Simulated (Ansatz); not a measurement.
# (12,0) carbon nanotube (192 atoms): geometry optimisation, part 2 of 2

Aim: bring (12,0) carbon nanotube (192 atoms) to a nearby minimum of the energy and see what moves.

Ansatz 0.2.0; Kohn-Sham DFT, PBE+D3(BJ), PAW (set soft_2), plane waves.

The cell: 192 C. Only the Γ point is sampled, in a cell whose periodic width is 17 Å.

So far. Step 3 (Relaxation): The relaxation changed the energy by -30.1 meV/atom, and atoms moved by 0.052 Å r.m.s., 0.099 Å at most.

## 5. Single point at the relaxed geometry

The electronic structure is read at the final geometry, in a run of its own.

The input, input.yaml:

```yaml
crystal:
  lattice:
    - [21.39651, 0.0, 0.0]
    - [0.0, 21.39651, 0.0]
    - [0.0, 0.0, 17.04338]
  atoms:
    - { symbol: C, position: [0.72152, 0.50007, 0.08323] }
    - { symbol: C, position: [0.71397, 0.55738, 0.04155] }
    - { symbol: C, position: [0.69179, 0.61078, 0.08324] }
    - { symbol: C, position: [0.65654, 0.65659, 0.04155] }
    - { symbol: C, position: [0.71395, 0.55736, 0.20823] }
    - { symbol: C, position: [0.69177, 0.61077, 0.16654] }
    - { symbol: C, position: [0.6107, 0.69182, 0.08322] }
    - { symbol: C, position: [0.55731, 0.71403, 0.04152] }
    - { symbol: C, position: [0.65652, 0.65659, 0.20821] }
    - { symbol: C, position: [0.6107, 0.69182, 0.16653] }
    - { symbol: C, position: [0.49999, 0.72159, 0.0832] }
    - { symbol: C, position: [0.44267, 0.71409, 0.04154] }
    - { symbol: C, position: [0.55731, 0.71404, 0.20823] }
    - { symbol: C, position: [0.49999, 0.72157, 0.16654] }
    - { symbol: C, position: [0.38923, 0.692, 0.08322] }
    - { symbol: C, position: [0.34339, 0.65677, 0.04154] }
    - { symbol: C, position: [0.44268, 0.71406, 0.20822] }
    - { symbol: C, position: [0.38923, 0.69199, 0.16653] }
    - { symbol: C, position: [0.30817, 0.61093, 0.0832] }
    - { symbol: C, position: [0.28598, 0.55753, 0.04152] }
    - { symbol: C, position: [0.34338, 0.65677, 0.20821] }
    - { symbol: C, position: [0.30817, 0.61094, 0.16653] }
    - { symbol: C, position: [0.27849, 0.50021, 0.08322] }
    - { symbol: C, position: [0.28606, 0.4429, 0.04154] }
    - { symbol: C, position: [0.28599, 0.55754, 0.20823] }
    - { symbol: C, position: [0.2785, 0.50021, 0.16654] }
    - { symbol: C, position: [0.30819, 0.38948, 0.08323] }
    - { symbol: C, position: [0.34344, 0.34365, 0.04155] }
    - { symbol: C, position: [0.28606, 0.4429, 0.20822] }
    - { symbol: C, position: [0.3082, 0.38948, 0.16654] }
    - { symbol: C, position: [0.3893, 0.30847, 0.08323] }
    - { symbol: C, position: [0.44272, 0.28632, 0.04154] }
    [... 154 atom lines left out ...]
    - { symbol: C, position: [0.69187, 0.38931, 0.83323] }
    - { symbol: C, position: [0.714, 0.44274, 0.79153] }
    - { symbol: C, position: [0.65661, 0.34352, 0.95821] }
    - { symbol: C, position: [0.69186, 0.38934, 0.91653] }
    - { symbol: C, position: [0.71399, 0.44275, 0.95822] }
    - { symbol: C, position: [0.7215, 0.50007, 0.91654] }
kpoints:
  mp_grid: { grid: [1, 1, 1] }
hamiltonian:
  xc: pbe
  dispersion: d3bj
scf:
  occupations: { method: fermi_dirac, width: 0.05 }
output:
  forces: true
  populations: true
  dos:
    method: { smearing: { sigma: 0.1 } }
    de: 0.1
    projected: { site_lists: { C: [C] } }
  eigenvalues: true
  write_density: true
  write_potential: true
  volumetric_format: npy
  elf: true
```

On the command line:

```
$ ansatz run input.yaml --threads 4 --pin off --max-ram 15872MiB --backend cpu --events-out ev --progress --plain --runs-dir out
```

Numbers of over 12 decimals in the logs are rounded to 6 here.

The program printed:

```text
[...]
Crystal: 192 atoms, lattice volume = 7802.641 Å³
Basis set: ecut = 420 eV, 152449 PW (Γ), exchange–correlation on 288×288×240 points (8 copies of the dense FFT grid, shifted against one another)
Bands: 576, of which v1, the nominal top of the filled ones, is band 384 counted from 1 (383 counted from 0)
Symmetry: 1 space group operations
[...]
k-points: 1
[...]
SCF iter   1: F=—  HF=-48179.745414 eV  |F-HF|=—  |Δ(HF+E_count)|=         —  Δρ=1.89e-3  dr2=5.00e-1  ethr=1.77e-3  ⟨swp⟩=7.0  Hψ=2690  notcnv=0  defer=152
[...]
SCF iter   7: F=-48179.791313 eV  HF=-48179.791313 eV  |F-HF|=2.69e-8  |Δ(HF+E_count)|=   4.18e-7  Δρ=2.98e-7  dr2=1.34e-8  ethr=1.30e-11  ⟨swp⟩=41.0  Hψ=7815  notcnv=0
SCF 1 converged in 7 iterations: F = -48179.791313 eV  dr2 = 1.34e-8
[...]
WARN: The output density's exchange-correlation potential varies sharply where the density is thin. Do not read a vacuum level from v_tot or v_xc, or from such a field of the output density. On a cell that repeats whose density bears no net charge and no dipole along the vacuum's axis use v_es (v_loc + v_h of the components); [...]
SCF converged after 7 iterations
Free energy (F): -48179.791313 eV
[...]
Internal energy: -48179.529196 eV  (E = F + TS)
E sigma→0 (E₀):  -48179.660254 eV
Entropy (-TS):   -0.262117 eV (-1.365 meV/atom)
Fermi energy:    -1.794479 eV
[...]
--- Forces (eV/Å), atoms counted from 1 ---
  atom   1  C      0.00111900    -0.00544507     0.00554968
  atom   2  C      0.00085233     0.00188600    -0.01463434
  atom   3  C     -0.00078604    -0.00253764     0.00222886
  atom   4  C     -0.00228623     0.00814098    -0.01719244
  atom   5  C     -0.00181783     0.00603456     0.01628607
  atom   6  C      0.00421026    -0.00557347    -0.00377318
  atom   7  C      0.00145331     0.00160631     0.00342318
  atom   8  C      0.00039372    -0.00369171    -0.00298238
  atom   9  C      0.00584646     0.00263606     0.01704335
  atom  10  C     -0.00569215     0.00785852    -0.00430059
  atom  11  C      0.00380761    -0.00039360     0.02069747
  atom  12  C     -0.00114640     0.00360723    -0.01710638
  atom  13  C      0.00223733    -0.00780389     0.00111853
  atom  14  C      0.00356298     0.00628140    -0.01401881
[...]
atom 191  C     -0.00003292     0.00641056     0.01167861
  atom 192  C      0.00757131    -0.00061194    -0.01265546
  max |Σ_I F_I| component: 9.88e-5 eV/Å
--- Band table (eV) ---
[...]
--- Löwdin populations: 192 sites ---
  site symbol       q [e]
     0      C      3.9576
     1      C      3.9577
     2      C      3.9577
[...]
191      C      3.9576
  spilling = 0.010581 (of n_electrons = 768.000000)
```

The job ended after 4.1 min (4 threads of Arm Neoverse V1, shared host; peak memory 9.7 GiB).

The program notes that the exchange-correlation potential is rough where the density is thin.

The run gave:

```yaml
free_energy: -48179.7913 eV
free_energy_per_atom: -250.9364 eV/atom
scf_cycles: 7
r_m_s_force_component: 0.00835 eV/Å
longest_force: 0.0281 eV/Å
fermi_energy: -1.794 eV
levels_partly_filled_by_over_2_per_cent: 4
spilling_of_the_projection: 0.01058
```

The mean of these charges, 0.042 e, is only the charge that the projection spills.

Löwdin charges by element (they lack the spilled electrons, 0.042 e an atom on average):

| element | coordination | atoms | mean charge (e) | spread | least | most |
| --- | --- | --- | --- | --- | --- | --- |
| C | all | 192 | 0.0423 | 1.0e-4 | 0.0422 | 0.0424 |

Density of states as counts of states in windows of 1 eV (from the Fermi level), total and the larger projections:

| from (eV) | to (eV) | total | C p | C s |
| --- | --- | --- | --- | --- |
| -14 | -13 | 29.7 | 16.3 | 13.0 |
| -13 | -12 | 34.9 | 23.0 | 11.5 |
| -12 | -11 | 16.4 | 10.6 | 5.6 |
| -11 | -10 | 54.6 | 39.6 | 14.5 |
| -10 | -9 | 29.3 | 23.7 | 5.3 |
| -9 | -8 | 29.7 | 26.7 | 2.8 |
| -8 | -7 | 75.8 | 67.0 | 7.5 |
| -7 | -6 | 81.5 | 78.1 | 2.6 |
| -6 | -5 | 61.0 | 58.6 | 1.7 |
| -5 | -4 | 61.3 | 59.5 | 1.5 |
| -4 | -3 | 54.3 | 53.8 | 0.3 |
| -3 | -2 | 40.3 | 40.1 | 0.1 |
| -2 | -1 | 23.8 | 23.7 | 0.1 |
| -1 | 0 | 4.6 | 4.5 | 0.0 |
| 0 | 1 | 13.4 | 13.0 | 0.1 |
| 1 | 2 | 29.5 | 28.5 | 0.2 |
| 2 | 3 | 45.0 | 42.0 | 1.0 |
| 3 | 4 | 34.8 | 19.6 | 0.2 |
| 4 | 5 | 55.8 | 12.2 | 0.2 |

Between -20 and -14 eV lie 169 more states.

The levels nearest the highest filled one (over half full), pooled over k-points and spins:

| level less the highest filled one (eV) | occupation |
| --- | --- |
| -1.22 | 2 |
| -1.22 | 2 |
| -1.00 | 2 |
| -1.00 | 2 |
| -0.0062 | 1.30 |
| 0 | 1.24 |
| 0.051 | 0.745 |
| 0.0547 | 0.71 |
| 0.790 | 0 |
| 0.791 | 0 |
| 0.909 | 0 |
| 1.00 | 0 |

Valence density in the ca plane at fractional y = 0.279, with atoms of C within 0.2 Å of it. It is the smooth field of the valence electrons, not physical close to the nuclei.

Ten even steps from '0' (0.0 e/Å³) to '9' (1.8 e/Å³), each cell a mean:
```
00000000000000000000000000000000000000000000
00000000000000000000000000000000000000000000
00000000000000000000000000000000000000000000
00000000000000000000000000000000000000000000
00000000000000000000000000000000000000000000
00000000000000000000000000000000000000000000
00000000000000000000000000000000000000000000
00000000000000000000000000000000000000000000
00111112100001111121000011111210000111112100
13453234532134532345321345323453213453234532
89962114898899621148988996211489889962114898
23898779952238987799522389877995223898779952
35896558974358965579743589655897435896557974
78862114888788621148887886211488878862114888
11343334421113433344211134333442111343334421
00011111100000111111000001111110000011111100
00000000000000000000000000000000000000000000
00000000000000000000000000000000000000000000
00000000000000000000000000000000000000000000
00000000000000000000000000000000000000000000
00000000000000000000000000000000000000000000
00000000000000000000000000000000000000000000
00000000000000000000000000000000000000000000
00000000000000000000000000000000000000000000
```
Columns run along c (17.0 Å), rows up along a (21.4 Å). Atoms in or near the plane, at fractional coordinates: C at (0.04, 0.44), C at (0.08, 0.50), C at (0.04, 0.56), C at (0.21, 0.44), C at (0.17, 0.50), C at (0.21, 0.56), C at (0.29, 0.44), C at (0.33, 0.50), C at (0.29, 0.56), C at (0.46, 0.44), C at (0.42, 0.50), C at (0.46, 0.56), C at (0.54, 0.44), C at (0.58, 0.50) and more.

Electrostatic potential energy in the ca plane at fractional y = 0.279, with atoms of C within 0.2 Å of it. With pseudopotentials it is smooth inside the atoms' cores, unlike the true potential.

Ten even steps from '0' (-55 eV) to '9' (2 eV), each cell a mean:
```
99999999999999999999999999999999999999999999
99999999999999999999999999999999999999999999
99999999999999999999999999999999999999999999
99999999999999999999999999999999999999999999
99999999999999999999999999999999999999999999
99999999999999999999999999999999999999999999
99999999999999999999999999999999999999999999
99999999999999999999999999999999999999999999
99988998899999889988999998899889999988998899
88767886778887678867788876788677888767886778
50058987203500589972025005898720350058997202
87422641368874226412688742264136887422641268
85434753357864347533478543475335786434753347
61158997213511589972136115899721351158997213
98867886789988678867899886788678998867886789
99999999999999999999999999999999999999999999
99999999999999999999999999999999999999999999
99999999999999999999999999999999999999999999
99999999999999999999999999999999999999999999
99999999999999999999999999999999999999999999
99999999999999999999999999999999999999999999
99999999999999999999999999999999999999999999
99999999999999999999999999999999999999999999
99999999999999999999999999999999999999999999
```
Columns run along c (17.0 Å; values clipped at the 3rd and 97th percentile), rows up along a (21.4 Å). Atoms in or near the plane, at fractional coordinates: C at (0.04, 0.44), C at (0.08, 0.50), C at (0.04, 0.56), C at (0.21, 0.44), C at (0.17, 0.50), C at (0.21, 0.56), C at (0.29, 0.44), C at (0.33, 0.50), C at (0.29, 0.56), C at (0.46, 0.44), C at (0.42, 0.50), C at (0.46, 0.56), C at (0.54, 0.44), C at (0.58, 0.50) and more.

Löwdin charges run from +0.04 to +0.04 e, about a mean that is the spilled charge alone. Within 0.4 eV of the Fermi level the largest share is C p (100 % of the projected weight).

The surroundings of C161, picked at random, nearest first, numbered as they follow in the input and with coordinates relative to it.

| atom | x | y | z | distance (Å) | bonds | Löwdin charge (e) |
| --- | --- | --- | --- | --- | --- | --- |
| C161 | 0.00 | 0.00 | 0.00 | 0.00 | 3 | 0.04 |
| C12 | 0.00 | 0.00 | 1.42 | 1.42 | 3 | 0.04 |
| C158 | 1.23 | 0.16 | -0.71 | 1.43 | 3 | 0.04 |
| C162 | -1.14 | -0.47 | -0.71 | 1.43 | 3 | 0.04 |
| C157 | 2.45 | 0.00 | 0.00 | 2.45 | 3 | 0.04 |
| C165 | -2.12 | -1.23 | 0.00 | 2.45 | 3 | 0.04 |
| C11 | 1.23 | 0.16 | 2.13 | 2.46 | 3 | 0.04 |
| C159 | -1.14 | -0.47 | -2.13 | 2.46 | 3 | 0.04 |
| C155 | 1.23 | 0.16 | -2.13 | 2.46 | 3 | 0.04 |
| C15 | -1.14 | -0.47 | 2.13 | 2.46 | 3 | 0.04 |

The column of bonds counts only the pairs C-C within 1.82 Å; other neighbours, such as metal atoms beside each other in a compound, aren't counted, and periodic images can show an atom twice.

## 6. What came out

```
energy change in the relaxation : -30.14 meV/atom
r.m.s. displacement             : 0.052 Å
largest displacement            : 0.099 Å
free energy per atom            : -250.9364 eV/atom
r.m.s. force component          : 0.00835 eV/Å
wall time of the 3 DFT runs     : 13 min
```

In words: Relaxation lowers the energy by 30.1 meV/atom and moves atoms by 0.052 Å r.m.s.; the r.m.s. force component goes from 1.2 to 0.0083 eV/Å. By the final cutoffs no bond was broken or made. From the first step to the last the energy fell by 5.786 eV, and the largest move was 0.10 Å (C119). The C-C bonds go from 1.419 Å (spread 0.028) to 1.424 Å (spread 0.003). Counting bonds as in the table, all C atoms have 3 bonded neighbours. No gap is quoted, since levels at the Fermi energy are partly filled.

[Logs are printed without paths, hosts, clocks, repeated set-up lines and the standing remarks that a program may print on its own settings, such as how far it seeks lower states.]

[Hosts, paths, dates, database ids (printed as entryN), source tags and the programs' standing remarks are cut or masked in the printed files.]
